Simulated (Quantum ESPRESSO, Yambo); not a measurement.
# A GW chain in Yambo: WS2 (Tungstenite), part 3 of 3

Aim: the G0W0 gap of WS2 (Tungstenite) on PBE, step by step.

Quantum ESPRESSO 7.5 and Yambo 5.3.0; PBE and many-body steps on it, plane waves. Known limits of the many-body steps: not at the basis limit; no spin-orbit coupling; coarse k mesh.

So far. Step 3 (Bands along the symmetry lines): The gap is 0.981 eV, as in the run before at this level. Step 4 (Empty states on the mesh, 3×3×1 mesh, 111 bands): On this mesh the gap is 1.305 eV. The earlier step found 0.981 eV, so this mesh misses an edge.

### 6. Screening and self-energy, 3×3×1 mesh, 111 bands, screening to 95.2 eV

G0W0 replaces the xc potential by the self-energy, built once from these orbitals. Only a window of levels is corrected, while the sums run over the empty bands that the input names.

This step: G0W0 on PBE, plane waves, norm-conserving pseudopotentials.

Input file gw1.in:

```
HF_and_locXC
gw0
dyson
ppa
em1d
rim_cut
RandQpts= 1000000
RandGvec= 1 RL
EXXRLvcs= 62 Ry
VXCRLvcs= 248 Ry
Chimod= "HARTREE"
% BndsRnXp
 1 | 111 |
%
NGsBlkXp= 7 Ry
% LongDrXp
 1 | 1 | 1 |
%
% GbndRnge
 1 | 111 |
%
DysSolver= "n"
ExtendOut
PPAPntXp= 27.21138 eV
% QPkrange
 1 | 1 | 25 | 28 |
 3 | 3 | 25 | 28 |
%
```

Launch:

```bash
$ OMP_NUM_THREADS=2 mpirun -n 2 yambo -F gw1.in -J gw1 -C gw1 > gw1.log
```

What it wrote:

```text
 Yambo, version 5.3.0

 [02] CORE Variables Setup
 =========================

  [... cell, symmetries and grids as in the set-up ...]

  [02.05] Energies & Occupations
  ==============================

  [X] === General ===
  [X] Electronic Temperature                        :  0.000000  0.000000 [eV K]
  [X] Bosonic    Temperature                        :  0.000000  0.000000 [eV K]
  [X] Finite Temperature mode                       : no
  [X] El. density                                   :  0.49006E+24 [cm-3]
  [X] Fermi Level                                   :  11.76936 [eV]

  [X] === Gaps and Widths ===
  [X] Conduction Band Min                           :  1.305023 [eV]
  [X] Valence Band Max                              :  0.000000 [eV]
  [X] Filled Bands                                  :  26
  [X] Empty Bands                                   :   27  111
  [X] Direct Gap                                    :  1.836910 [eV]
  [X] Direct Gap localized at k                     :  3
  [X] Indirect Gap                                  :  1.305023 [eV]
  [X] Indirect Gap between kpts                     :  1  3
  [X] Last valence band width                       :  1.747710 [eV]
  [X] 1st conduction band width                     :  1.005658 [eV]

 [03] Transferred momenta grid and indexing
 ==========================================

 IBZ Q-points                                      :  3
 BZ  Q-points                                      :   9

 K/Q-points units:
 rlu = crystal or reduced units; cc = cartesian coordinates; iku = interal k-units

 Q [1]          [rlu]:  0.000000  0.000000  0.000000
 Q [2]          [rlu]:  0.30223E-17  0.33333       0.0000
 Q [3]          [rlu]:  0.333333  0.333333  0.000000

 [04] Coloumb potential Random Integration (RIM)
 ===============================================

  [04.01] RIM initialization
  ==========================

  * Diagonal components only detected *

  8 x (sBL volume)        :  0.307922 [a.u.]
  sBZ random points       :  1000000
  Points outside the sBZ  :   7981908
  RL volume               :  0.346412 [a.u.]
  Integrated volume       :  0.347197 [a.u.]

  [04.02] RIM integrals
  =====================

  Gamma point sphere radius             :  0.122489 [a.u.]
  Points outside the sphere             :   799861
  [Int_sBZ(q=0) 1/q^2]*(Vol_sBZ)^(-1/3) =:  7.615381
                                 should be <:  7.795600

  Summary of Coulomb integrals for non-metallic bands |Q|[au] RIM/Bare

  Q [1] 0.100000E-4 0.976882 * Q [2] 0.405861 1.110454
  Q [3] 0.702972 1.037812

 [05] Dipoles
 ============

  [05.01] Setup: observables and procedures
  =========================================

  [WARNING] [x,Vnl] slows the Dipoles computation. To neglect it rename the ns.kb_pp file

 [06] Dynamic Dielectric Matrix (PPA)
 ====================================

 [WR./gw1//ndb.pp]---------------------------------------------------------------
  Brillouin Zone Q/K grids (IBZ/BZ)                :   3   9   3   9
  RL vectors                                       :   7581 [WF]
  Coulomb cutoff potential                         : none
  Electronic Temperature                           :  0.000000 [K]
  Bosonic    Temperature                           :  0.000000 [K]
  PPA    diel. fun.  energies                      : Perdew, Burke & Ernzerhof(X)+Perdew, Burke & Ernzerhof(C)
  wavefunctions                                    : Perdew, Burke & Ernzerhof(X)+Perdew, Burke & Ernzerhof(C)
  Global Gauge                                     : length
  X matrix size                                    :  241
  X band range                                     :    1  111
  X e/h energy range                               : -1.000000 -1.000000 [eV]
  X Time ordering                                  : R
  X Hxc Kernel                                     : HARTREE
  X Drude frequency                                :  0.000000  0.000000
  X poles                                          :  100.0000 [o/o]
  RL vectors in the sum                            :   7581
  [r,Vnl] included                                 : yes
  Field direction                                  :  0.577350E-5  0.577350E-5  0.577350E-5
  BZ energy Double Grid                            : no
  BZ energy DbGd points                            : 0
  BZ Q point size factor                           : -1.000000
  X Optical Averaged directions                    : none

 [07] Local Exchange-Correlation + Non-Local Fock
 ================================================

 [VXC] Plane waves :   47139
 [EXS] Plane waves :   5909

 QP @ state[ 1 ] K range:  1  1
 QP @ state[ 1 ] b range:  25  28
 QP @ state[ 2 ] K range:  3  3
 QP @ state[ 2 ] b range:  25  28

 [xc] Functional : Perdew, Burke & Ernzerhof(X)+Perdew, Burke & Ernzerhof(C)
 [xc] LIBXC used to calculate xc functional
  PP Number of Atomic Species                      :  2
  NLCC RL compoments                               :   47139
  PP Number of Atomic Species                      :  2
  NLCC RL compoments                               :   47139

 [xc] E_xc :  -24.49170 [Ha]
      E_xc :  -48.98340 [Ry]

  Local XC kind (lXC) : Perdew, Burke & Ernzerhof(X)+Perdew, Burke & Ernzerhof(C)
  Non-Local XC kind (nlXC) : Hartree-Fock

  Corrections @ K [1] :  [eV]
 <25|nlXC|25> = -15.27793  0.18996E-17 <25|lXC|25> = -14.43735  0.37763E-15
 <26|nlXC|26> = -16.01862  0.35324E-17 <26|lXC|26> = -15.56264  0.18882E-15
 <27|nlXC|27> = -10.40231  0.31457E-17 <27|lXC|27> = -15.23148 -0.75527E-15
 <28|nlXC|28> = -10.40301 -0.26102E-17 <28|lXC|28> = -15.23147  0.000000

  Corrections @ K [3] :  [eV]
 <25|nlXC|25> = -15.89993  0.11215E-16 <25|lXC|25> = -15.01651  0.70806E-16
 <26|nlXC|26> = -16.25361 -0.44909E-17 <26|lXC|26> = -15.44585  0.35403E-16
 <27|nlXC|27> = -11.32571 -0.79374E-17 <27|lXC|27> = -16.35236  0.56645E-15
 <28|nlXC|28> = -11.32563 -0.71889E-18 <28|lXC|28> = -16.35234 -0.37763E-15

  [07.01] Hartree-Fock occupations report
  =======================================

  [Hartree-Fock] === General ===
  [Hartree-Fock] Electronic Temperature             :  0.000000  0.000000 [eV K]
  [Hartree-Fock] Bosonic    Temperature             :  0.000000  0.000000 [eV K]
  [Hartree-Fock] Finite Temperature mode            : no
  [Hartree-Fock] El. density                        :  0.49006E+24 [cm-3]
  [Hartree-Fock] Fermi Level                        :  11.76936 [eV]

  [Hartree-Fock] === Gaps and Widths ===
  [Hartree-Fock] Conduction Band Min                :  1.665976 [eV]
  [Hartree-Fock] Valence Band Max                   : -0.455984 [eV]
  [Hartree-Fock] Filled Bands                       :  26
  [Hartree-Fock] Empty Bands                        :   27  111
  [Hartree-Fock] Direct Gap                         :  3.413685 [eV]
  [Hartree-Fock] Direct Gap localized at k          :  2
  [Hartree-Fock] Indirect Gap                       :  2.121960 [eV]
  [Hartree-Fock] Indirect Gap between kpts          :  1  2
  [Hartree-Fock] Last valence band width            :  1.291726 [eV]
  [Hartree-Fock] 1st conduction band width          :  5.473880 [eV]

 [08] Dyson equation: Newton solver
 ==================================

  [08.01] G0W0 (W PPA)
  ====================

  [  GW  ] Bands range     :    1  111
  [GW/PPA] G damping       :  0.100000 [eV]

  QP @ state[ 1 ] K range:  1  1
  QP @ state[ 1 ] b range:  25  28
  QP @ state[ 2 ] K range:  3  3
  QP @ state[ 2 ] b range:  25  28

   Sc/G bands                                       :    1  111
   Sc/G damping                                     :  0.100000 ev
   Sc bands terminator                              : no
   Sx RL components                                 :   5909

   QP @ state[ 1 ] K range                          :  1  1
   QP @ state[ 1 ] b range                          :  25  28
   QP @ state[ 2 ] K range                          :  3  3
   QP @ state[ 2 ] b range                          :  25  28
   GF energies kind                                 : Perdew, Burke & Ernzerhof(X)+Perdew, Burke & Ernzerhof(C)
   GF WF`s kind                                     : Perdew, Burke & Ernzerhof(X)+Perdew, Burke & Ernzerhof(C)
   Xs energies kind                                 : Perdew, Burke & Ernzerhof(X)+Perdew, Burke & Ernzerhof(C)
   Xs WF`s kind                                     : Perdew, Burke & Ernzerhof(X)+Perdew, Burke & Ernzerhof(C)

 [11] Game Over & Game summary
```

The job ended after 14 s (2 MPI ranks of Arm Neoverse V2, shared host; peak memory 0.7 GiB; 45 s of CPU time).

Numbers from this step:

```yaml
g0w0_gap_on_the_points_computed: 2.015 eV
starting_gap_on_the_mesh: 1.305 eV
k_of_the_valence_top: 0, 0, 0
k_of_the_conduction_bottom: 0.3333, 0.3333, 0
least_direct_g0w0_gap_on_the_computed_points: 2.583 eV
z_at_the_valence_top: 0.7947
z_at_the_conduction_bottom: 0.7967
```

The gap on the mesh goes from 1.31 eV to 2.02 eV, a correction of +0.71 eV. The start differs from the 0.98 eV found before because the two sample other k points.

Limits: finite bands, cutoff and mesh; no spin-orbit coupling; coarse k mesh. v1 is the top filled band, c1 the lowest empty one. The levels before and after the correction (eV, zero at the valence-band top of each column):

|  | conduction bottom | valence top |
| --- | --- | --- |
| Kohn-Sham | 1.31 | 0.00 |
| G0W0 | 2.02 | 0.00 |

|  | level | energy (eV) |
| --- | --- | --- |
| Kohn-Sham | Γ v2 | -1.221 |
| Kohn-Sham | Γ v1 | 0.000 |
| Kohn-Sham | Γ c1-c2 | 2.311 |
| Kohn-Sham | (0.333 0.333 0) v2 | -0.739 |
| Kohn-Sham | (0.333 0.333 0) v1 | -0.532 |
| Kohn-Sham | (0.333 0.333 0) c1-c2 | 1.305 |
| G0W0 | Γ v2 | -1.362 |
| G0W0 | Γ v1 | 0.000 |
| G0W0 | Γ c1-c2 | 2.866 |
| G0W0 | (0.333 0.333 0) v2 | -0.826 |
| G0W0 | (0.333 0.333 0) v1 | -0.567 |
| G0W0 | (0.333 0.333 0) c1-c2 | 2.015 |

### 7. Where the time went

Times are wall times on the hardware named with each run, good to a factor of about two.

| step | time | share | memory (GiB) |
| --- | --- | --- | --- |
| ground state | 16 s | 27 % | 0.39 |
| bands along the symmetry lines | 22 s | 37 % | 0.33 |
| empty states on the mesh | 5.8 s | 10 % | 0.4 |
| conversion and set-up | 1.9 s | 3 % | 0.24 |
| screening and self-energy | 14 s | 24 % | 0.7 |

### 8. What came out

| Property | Result |
| --- | --- |
| PBE gap | 0.98 eV, indirect |
| G0W0 gap on the mesh | 2.02 eV |
| G0W0 gap over the zone (rigid shift) | 1.69 eV |
| GW settings | 3×3×1 mesh, 111 bands, screening to 95.2 eV, Godby-Needs plasmon pole |
| known limits | not at the basis limit; no spin-orbit coupling; coarse k mesh |

**Reading.** G0W0 moves the gap on the mesh from 1.31 eV to 2.02 eV (+0.71 eV), with Z of 0.79 and 0.80 at the edges. The mesh misses the band edges by 0.32 eV in all; a rigid shift gives 1.69 eV for the zone. Only 2 of the mesh's irreducible points were corrected, so a valley elsewhere could overtake. Bands and cutoff are finite, so the gap is not at the basis limit. The miss can reach some tenths of an eV and take either sign; the mesh is an error of its own. In the G0W0 run levels were corrected at 2 k points alone, so a gap called «on the mesh» is the least over those, and an edge elsewhere would be missed. A denser mesh or path gives a starting gap of 0.98 eV: the GW mesh misses a band edge, so its gaps are not the fundamental one. The 3×3×1 mesh is coarse for this cell, which bears on the long-range parts of exchange and screening. The many-body steps are scalar-relativistic: spin-orbit coupling is not in them.

[Paths, hosts, dates, memory and timing lines, banners, echoed tables and standing remarks are left out of the program output.]

[Logs are printed without paths, hosts, clocks, repeated set-up lines and the standing remarks that a program may print on its own settings, such as how far it seeks lower states.]

[Runs of the session that timed out or met a known fault of the program may be left out.]

[Hosts, paths, dates, database ids (printed as entryN), source tags and the programs' standing remarks are cut or masked in the printed files.]
